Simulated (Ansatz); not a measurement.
Planning a run of Ansatz 0.2.0 on WSeS (P-3m1). The input:

```yaml
crystal:
  lattice:
    - [3.2481130316, 0.0, 0.0]
    - [-1.6240565158, 2.8129483997, 0.0]
    - [0.0, 0.0, 13.4587627587]
  atoms:
    - { symbol: W, position: [0.33333333, 0.66666667, 0.25684664] }
    - { symbol: W, position: [0.66666667, 0.33333333, 0.74315336] }
    - { symbol: Se, position: [0.33333333, 0.66666667, 0.86927589] }
    - { symbol: Se, position: [0.66666667, 0.33333333, 0.13072411] }
    - { symbol: S, position: [0.66666667, 0.33333333, 0.37023793] }
    - { symbol: S, position: [0.33333333, 0.66666667, 0.62976207] }
kpoints:
  mp_grid: { grid: [6, 6, 2] }
  band_path:
    path:
      - [0.0, 0.0, 0.0]
      - [0.5, 0.0, 0.0]
      - [0.33333333, 0.33333333, 0.0]
      - [0.0, 0.0, 0.5]
      - [0.5, 0.0, 0.5]
      - [0.33333333, 0.33333333, 0.5]
      - [0.1666666667, 0.1666666667, 0.0]
    npoints: 1
hamiltonian:
  xc: hse06
  pseudopotentials: { kind: paw_fr, azcp: { folder: soft_1 } }
scf:
  occupations: { method: fixed }
  n_extra_bands: 12
magnetization:
  noncollinear: true
  spin_orbit: true
output:
  eigenvalues: true
```

```sh
ansatz run input.yaml --threads 4 --pin off --max-ram 138240MiB --backend cuda --events-out ev --progress --plain --runs-dir out --devices 1 --max-vram 26GiB
```

Q: Estimate wall time and host memory on 1 × NVIDIA H100 80GB HBM3 (shared by 3 runs) with 4 threads of AMD EPYC 7R13 (Zen 3), shared host.

It took 89 s; on shared hardware allow 45 s to 3 min. Peak host memory was 2.7 GiB. The sizes that set the cost: 2457 plane waves a state, 14 irreducible k points and 17 SCF cycles.

Exact exchange couples every pair of k points and filled bands, so it costs far more than a semilocal run.

[Paths, hosts, dates, memory and timing lines, banners, echoed tables and standing remarks are left out of the program output.]

[Logs are printed without paths, hosts, clocks, repeated set-up lines and the standing remarks that a program may print on its own settings, such as how far it seeks lower states.]

[Runs of the session that timed out or met a known fault of the program may be left out.]

[Cells called generated may have been cut or substituted from an entry of the Crystallography Open Database or the Materials Project.]

[Hosts, paths, dates, database ids (printed as entryN), source tags and the programs' standing remarks are cut or masked in the printed files.]
